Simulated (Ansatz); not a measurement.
# NbBAu in the AlB2 type: lattice stability ahead of a resistivity run

The plan: relax NbBAu in the AlB2 type, check its phonons, and, if the lattice is stable, compute its Eliashberg function and ρ(T).

Calculated with Ansatz 0.2.0; DFT PBEsol, scalar-relativistic, plane waves, PAW; PAW set soft_1.

The structure was built from a prototype and need not be the compound's stable phase.

### 1. The starting structure

Symmetry: P-6m2, No. 187, hexagonal system. Conventional cell: a = 3.586 Å, b = 3.586 Å, c = 3.766 Å, α = 90.00°, β = 90.00°, γ = 120.00°. Nearest to Nb lie 6 B at 2.80 Å and 6 Au at 2.80 Å. B has 3 Au at 2.07 Å and 6 Nb at 2.80 Å nearest. Au has 3 B at 2.07 Å and 6 Nb at 2.80 Å nearest. Farther neighbours are not listed.

### 2. A first look on a coarse mesh

One cheap point first: pressure, gap and cost.

input.yaml reads:

```yaml
crystal:
  lattice:
    - [3.58644, 0.0, 0.0]
    - [-1.79322, 3.10595, 0.0]
    - [0.0, 0.0, 3.76576]
  atoms:
    - { symbol: Nb, position: [0.0, 0.0, 0.0] }
    - { symbol: B, position: [0.33333333, 0.66666667, 0.5] }
    - { symbol: Au, position: [0.66666667, 0.33333333, 0.5] }
kpoints:
  mp_grid: { grid: [6, 6, 6] }
hamiltonian:
  xc: pbesol
  pseudopotentials: { kind: paw, azcp: { folder: soft_1 }, xc_functional: pbe }
scf:
  occupations: { method: gaussian, width: 0.1 }
output:
  forces: true
  stress: true
  eigenvalues: true
```

Launch:

```sh
> ansatz run input.yaml --threads 4 --pin off --max-ram 12288MiB --backend cpu --events-out ev --progress --plain --runs-dir out
```

Numbers of over 12 decimals in the logs are rounded to 6 here.

The program printed:

```text
[the first part of the log is left out]
Entropy (-TS):   -0.017759 eV (-5.920 meV/atom)
Fermi energy:    18.122240 eV
--- Per-component energies (eV) ---
  E_band       = -324.499191
  E_kinetic    = 994.501548
  E_local      = -2769.040744  (includes V_loc(G=0)·N_el)
  E_nonlocal   = 200.938481
  E_hartree    = 1131.788548
  E_xc         = -412.332943
  E_vxc        = -501.085884  (∫ρ·V_xc dr)
  E_paw        = -12687.940923  (= ΣΔE_a)
  E_vpaw       = -513.389665  (= ΣTr[D̂ρ^β])
  E_aug_tail   = 0.001648  (compensation charges beyond the density's cutoff)
  E_ewald      = -4114.753092
  E_core_change = 0.512947  (= ΣΔE_core)
  E_smearing   = -0.017759  (= −TS)
  E_closure    = 0.000000  (closes the sum)
  Σ components = -17656.342288   (vs F -17656.342288, Δ=0.00e0)
--- Forces (eV/Å), atoms counted from 1 ---
  atom   1  Nb    -0.00000000     0.00000000    -0.00000000
  atom   2  B     -0.00000000     0.00000000    -0.00000000
  atom   3  Au     0.00000000    -0.00000000     0.00000000
  max |Σ_I F_I| component: 1.11e-16 eV/Å
--- Stress (GPa, compression-positive) ---
        9.903092      -0.000000       0.000000
       -0.000000       9.903092       0.000000
        0.000000       0.000000      -7.074960
  P = ⅓ Tr σ = 4.2437 GPa (42.437 kbar)
--- Band table (eV; the first three rows and the last of 28) ---
  k-point 0: bands = ["-89.1762", "-40.5362", "-40.5362", "-40.3039", "-37.0347", "-13.1631", "-12.9881", "-12.9881", "6.7464", "10.5576", "10.5576", "11.2716", "12.4967", "12.4967", "17.5227", "17.5249", "17.5249", "17.5613", "19.5563", "19.5563", "23.4341", "24.2769"]
  k-point 1: bands = ["-89.1762", "-40.5362", "-40.5362", "-40.3059", "-37.0320", "-13.1869", "-12.9872", "-12.9872", "6.9878", "10.4811", "10.4811", "11.4840", "12.4394", "12.4394", "16.3518", "17.6837", "17.6837", "18.1274", "19.7483", "19.7483", "23.4523", "23.9504"]
  k-point 2: bands = ["-89.1762", "-40.5360", "-40.5360", "-40.3101", "-37.0264", "-13.2340", "-12.9853", "-12.9853", "7.5329", "10.3564", "10.3564", "12.0533", "12.2725", "12.2725", "14.6980", "18.3213", "18.3213", "18.7102", "19.8435", "19.8435", "23.1964", "23.1964"]
  k-point 27: bands = ["-89.1760", "-40.5453", "-40.5446", "-40.3059", "-37.0177", "-13.2130", "-13.0967", "-13.0835", "9.4762", "11.3630", "11.5207", "11.9107", "12.0281", "13.3036", "14.3573", "15.4882", "16.6616", "16.7594", "19.8572", "21.9247", "22.5901", "22.9197"]
```

The job ended after 0.83 s (4 threads of Arm Neoverse V2, shared host; peak memory 0.4 GiB).

Numbers from this step:

- pressure: 4.244 GPa
- volume per atom: 13.98 Å³/atom
- metallic on mesh: yes
- gap on the k-mesh: 0 eV

The start is at 4.2 GPa on this mesh and has no gap.

### 3. Relaxation

Lattice constant and positions set the bands and the force constants, so the cell is relaxed first.

input.yaml: that of step 2 with these lines changed.

```diff
@@ -10,3 +10,3 @@
 kpoints:
-  mp_grid: { grid: [6, 6, 6] }
+  mp_grid: { grid: [9, 9, 8] }
 hamiltonian:
@@ -20 +20,6 @@
   eigenvalues: true
+relax:
+  adjacent_minimum: "off"
+  f_tol: 0.005
+  max_steps: 80
+  cell: { stress_tol: 0.05 }
```

The program printed:

```text
[...]
Crystal: 3 atoms, lattice volume = 41.948 Å³
Basis set: ecut = 420 eV, 799 PW (Γ), exchange–correlation on 48×48×54 points (8 copies of the dense FFT grid, shifted against one another)
Bands: 22, of which v1, the nominal top of the filled ones, is band 18 counted from 1 (17 counted from 0)
Symmetry: 12 space group operations
[...]
k-points: 60 of 648 (time reversal used)
[...]
SCF iter   1: F=—  HF=-17663.043903 eV  |F-HF|=—  |Δ(HF+E_count)|=         —  Δρ=2.35e-1  dr2=3.55e1  ethr=3.10e-3  ⟨swp⟩=4.2  Hψ=4882  notcnv=0
[...]
SCF iter   9: F=-17656.367920 eV  HF=-17656.367920 eV  |F-HF|=3.26e-9  |Δ(HF+E_count)|=   4.62e-8  Δρ=2.30e-6  dr2=3.99e-9  ethr=2.86e-10  ⟨swp⟩=4.0  Hψ=4206  notcnv=0
SCF 1 converged in 9 iterations: F = -17656.367920 eV  dr2 = 3.99e-9
[...]
relax step   1: F+E_penalty+E_count = -17656.36791958 eV  Δ(F+E_penalty+E_count) = +0.000e0 eV  max|allowed force component| = 1.974e-16 eV/Å  Δτ_max = 0.0000 Å  P = +4.144 GPa  Ω = 41.948 Å³  (9 SCF iters, dr2 threshold 1.00e-7 eV, accepted)
Crystal: 3 atoms, lattice volume = 41.652 Å³
Basis set: ecut = 420 eV, 815 PW (Γ), exchange–correlation on 48×48×54 points (8 copies of the dense FFT grid, shifted against one another)
[...]
iter 1 solved again at ethr=5.74e-5 eV; its pass at ethr=3.10e-3 eV (dr2=2.01e-2 eV) is discarded
[...]
SCF iter   6: F=-17656.527500 eV  HF=-17656.527500 eV  |F-HF|=8.54e-8  |Δ(HF+E_count)|=   7.05e-7  Δρ=2.08e-5  dr2=1.93e-7  ethr=8.57e-10  ⟨swp⟩=3.0  Hψ=4963  notcnv=0
SCF 2 converged in 6 iterations: F = -17656.527500 eV  dr2 = 1.93e-7
relax step   2: F+E_penalty+E_count = -17656.52749991 eV  Δ(F+E_penalty+E_count) = -1.596e-1 eV  max|allowed force component| = 5.674e-16 eV/Å  Δτ_max = 0.0000 Å  P = +3.047 GPa  Ω = 41.652 Å³  energy of the carried Pulay correction = +2.346e-5 eV  (6 SCF iters, dr2 threshold 3.00e-7 eV, accepted)
Crystal: 3 atoms, lattice volume = 41.991 Å³
Basis set: ecut = 420 eV, 851 PW (Γ), exchange–correlation on 48×48×54 points (8 copies of the dense FFT grid, shifted against one another)
[...]
SCF iter   6: F=-17656.573934 eV  HF=-17656.573934 eV  |F-HF|=2.07e-9  |Δ(HF+E_count)|=   1.44e-8  Δρ=4.32e-6  dr2=4.73e-9  ethr=3.69e-10  ⟨swp⟩=2.2  Hψ=4703  notcnv=0
SCF 3 converged in 6 iterations: F = -17656.573934 eV  dr2 = 4.73e-9
[...]
relax step   3: F+E_penalty+E_count = -17656.57393371 eV  Δ(F+E_penalty+E_count) = -4.643e-2 eV  max|allowed force component| = 2.405e-16 eV/Å  Δτ_max = 0.0000 Å  P = -1.077 GPa  Ω = 41.991 Å³  energy of the carried Pulay correction = -2.009e-4 eV  (6 SCF iters, dr2 threshold 3.00e-7 eV, accepted)
[...]
relax step   4: F+E_penalty+E_count = -17656.57398730 eV  Δ(F+E_penalty+E_count) = -5.359e-5 eV  max|allowed force component| = 3.022e-16 eV/Å  Δτ_max = 0.0000 Å  P = +1.072 GPa  Ω = 41.584 Å³  energy of the carried Pulay correction = -3.665e-5 eV  (6 SCF iters, dr2 threshold 3.00e-7 eV, rejected (line search))
[...]
relax step   5: F+E_penalty+E_count = -17656.57471112 eV  Δ(F+E_penalty+E_count) = -7.774e-4 eV  max|allowed force component| = 5.582e-16 eV/Å  Δτ_max = 0.0000 Å  P = -0.024 GPa  Ω = 41.803 Å³  energy of the carried Pulay correction = -1.222e-4 eV  (7 SCF iters, accepted)
[...]
relax step   6: F+E_penalty+E_count = -17656.57471801 eV  Δ(F+E_penalty+E_count) = -6.890e-6 eV  max|allowed force component| = 1.912e-16 eV/Å  Δτ_max = 0.0000 Å  P = -0.001 GPa  Ω = 41.803 Å³  energy of the carried Pulay correction = -1.212e-4 eV  (6 SCF iters, dr2 threshold 6.88e-9 eV, accepted)
Basis set: ecut = 420 eV, 851 PW (Γ), exchange–correlation on 54×54×48 points (8 copies of the dense FFT grid, shifted against one another)
[...]
SCF iter   6: F=-17656.575533 eV  HF=-17656.575533 eV  |F-HF|=3.64e-12  |Δ(HF+E_count)|=  7.28e-12  Δρ=5.29e-8  dr2=3.35e-13  ethr=1.00e-12  ⟨swp⟩=4.0  Hψ=5465  notcnv=0
SCF 7 converged in 6 iterations: F = -17656.575533 eV  dr2 = 3.35e-13
relax step   7: F+E_penalty+E_count = -17656.57553302 eV  Δ(F+E_penalty+E_count) = -8.150e-4 eV  max|allowed force component| = 1.419e-16 eV/Å  Δτ_max = 0.0000 Å  P = +0.006 GPa  Ω = 41.803 Å³  stress off target by 2.03e-2 GPa  SCF on the basis re-selected at this cell (its energy is not comparable with the rows above)  (6 SCF iters)
basis re-selected at this cell: Δ(F+E_penalty+E_count) = -8.150e-4 eV, ΔP = +0.008 GPa vs the last step (what re-selecting the basis moved, of the pressure what is left beyond the Pulay correction that the steps carried, after the strain that the cell walked since its last selection, with what the two solves' SCF thresholds leave and, on support functions, any second-order correction that the steps lacked; it is no measure of the basis error at this ecutwfc). The dense FFT grid was sized anew with the basis: this SCF ran on 27×27×24 points, the steps before it on 24×24×27, so part of this shift can come from that change (see relax.cell in the input reference). [rest of the remark cut]
SCF converged after 6 iterations
Free energy (F): -17656.575533 eV
[...]
Internal energy: -17656.567330 eV  (E = F + TS)
E sigma→0 (E₀):  -17656.571431 eV
Entropy (-TS):   -0.008203 eV (-2.734 meV/atom)
Fermi energy:    18.274472 eV
[...]
--- Stress (GPa, compression-positive) ---
        0.019554      -0.000000       0.000000
       -0.000000       0.019554       0.000000
       -0.000000       0.000000      -0.020317
  P = ⅓ Tr σ = 0.0063 GPa (0.063 kbar)
--- Band table (eV; the first three rows and the last of 60) ---
  k-point 0: bands = [... 14 lower, 17.0689, 17.0689, 17.4469, 18.8887, 19.7576, 19.7576, 22.9691, 24.0748]
  k-point 1: bands = [... 14 lower, 17.2147, 17.2147, 17.3409, 18.6215, 19.8300, 19.8300, 22.9381, 23.8863]
  k-point 2: bands = [... 14 lower, 16.3478, 17.7077, 17.7077, 19.0137, 19.9400, 19.9400, 22.8084, 23.2478]
  k-point 59: bands = [... 14 lower, 14.2065, 15.9102, 16.3432, 16.7944, 20.3536, 22.1341, 22.4730, 22.7287]
--- Relaxed structure (6 steps of the walk, 5 accepted, 1 SCFs on fresh bases) ---
  F+E_penalty+E_count = -17656.57553302 eV   max|allowed force component| = 1.419e-16 eV/Å   (the final SCF, on the basis selected at the relaxed cell)
  cell:  # Å, volume = 41.8026 Å³
    - [3.745820, 0.0, 2.788720088057008e-18]
    - [-1.872910, 3.243975, -1.3943600440285051e-18]
    - [2.9281536648617517e-18, 0, 3.440165]
  atoms:
    - { symbol: Nb, position: [0, 0, 0] }
    - { symbol: B, position: [0.333333, 0.666667, 0.500000] }
    - { symbol: Au, position: [0.666667, 0.333333, 0.500000] }
```

The job ended after 8.9 s (4 threads; peak memory 0.5 GiB; 33 s of CPU time).

Relaxation path:

| step | energy less that of the first step (eV) | largest force component (eV/Å) | pressure (GPa) | volume (Å³) |
| --- | --- | --- | --- | --- |
| 1 | 0.0000 | 0.0000 | 4.14 | 41.95 |
| 2 | -0.1596 | 0.0000 | 3.05 | 41.65 |
| 3 | -0.2060 | 0.0000 | -1.08 | 41.99 |
| 4 | -0.2061 | 0.0000 | 1.07 | 41.58 |
| 5 | -0.2068 | 0.0000 | -0.02 | 41.80 |
| 6 | -0.2068 | 0.0000 | 0.00 | 41.80 |
| 7* | -0.2076 | 0.0000 | 0.01 | 41.80 |

Relaxation steps marked * repeat the geometry before them on a plane-wave basis chosen anew for their cell, so energy and pressure can jump there. Relaxation step 4 was tried and not accepted.

Forces are held to the 12 operations that the run works with; a distortion that breaks them can't arise in this run.

| conventional cell, symmetrised | before | after | change |
| --- | --- | --- | --- |
| a (Å) | 3.586 | 3.746 | +4.4 % |
| b (Å) | 3.586 | 3.746 | +4.4 % |
| c (Å) | 3.766 | 3.440 | -8.6 % |
| volume (Å³/atom) | 13.98 | 13.93 | -0.3 % |

The relaxed structure:

```
Nb B Au
1.0
     3.74582    0.00000    0.00000
    -1.87291    3.24398    0.00000
     0.00000    0.00000    3.44017
Nb B Au
1 1 1
Direct
  0.00000 0.00000 0.00000
  0.33333 0.66667 0.50000
  0.66667 0.33333 0.50000
```

Numbers from this step:

```yaml
pressure: 0.006264 GPa
volume_per_atom: 13.93 Å³/atom
```

The largest force is now zero by symmetry and the largest stress component 0.020 GPa.

### 4. Tight relaxation

No force is left; the cell is relaxed once more with another smearing and tight thresholds.

input.yaml, the sections that differ from step 3:

```yaml
crystal:
  lattice:
    - [3.7458199974, 0.0, 0.0]
    - [-1.8729099987, 3.2439752757, 0.0]
    - [0.0, 0.0, 3.4401654825]
  atoms:
    - { symbol: Nb, position: [0.0, 0.0, 0.0] }
    - { symbol: B, position: [0.3333333333, 0.6666666667, 0.5] }
    - { symbol: Au, position: [0.6666666667, 0.3333333333, 0.5] }
scf:
  occupations: { method: methfessel_paxton, width: 0.2 }
relax:
  adjacent_minimum: "off"
  f_tol: 0.001
  max_steps: 60
  cell: { stress_tol: 0.01 }
# kpoints, hamiltonian, output: as in step 3
```

The program printed:

```text
[the first part of the log is left out]
  E_paw        = -12687.993613  (= ΣΔE_a)
  E_vpaw       = -513.550561  (= ΣTr[D̂ρ^β])
  E_aug_tail   = 0.001555  (compensation charges beyond the density's cutoff)
  E_ewald      = -4122.521160
  E_core_change = 0.512947  (= ΣΔE_core)
  E_smearing   = -0.000013  (= −TS)
  E_closure    = -0.000000  (closes the sum)
  Σ components = -17656.571608   (vs F -17656.571608, Δ=0.00e0)
[...]
--- Stress (GPa, compression-positive) ---
       -0.000095       0.000000       0.000000
        0.000000      -0.000095       0.000000
        0.000000       0.000000       0.000090
  P = ⅓ Tr σ = -0.0000 GPa (-0.000 kbar)
--- Band table (eV; the first three rows and the last of 60) ---
[...]
--- Relaxed structure (4 steps of the walk, 3 accepted, 1 SCFs on fresh bases) ---
[...]
cell:  # Å, volume = 41.7994 Å³
    - [3.745773, 0, 0.0]
    - [-1.872886, 3.243934, 0.0]
    - [0.0, 0.0, 3.439986]
  atoms:
    - { symbol: Nb, position: [0, 0, 0.0] }
    - { symbol: B, position: [0.333333, 0.666667, 0.500000] }
    - { symbol: Au, position: [0.666667, 0.333333, 0.500000] }
```

The job ended after 5.7 s (4 threads; peak memory 0.49 GiB).

Little changed from the start: no atom moved by 0.005 Å and no cell edge by 0.1 %.

This step gave:

* pressure: -3.33e-5 GPa

The largest force is now zero by symmetry and the largest stress component 9.5e-5 GPa, small enough for phonons.

[end of part 1 of 3]

[Logs are printed without paths, hosts, clocks, repeated set-up lines and the standing remarks that a program may print on its own settings, such as how far it seeks lower states.]

[Hosts, paths, dates, database ids (printed as entryN), source tags and the programs' standing remarks are cut or masked in the printed files.]
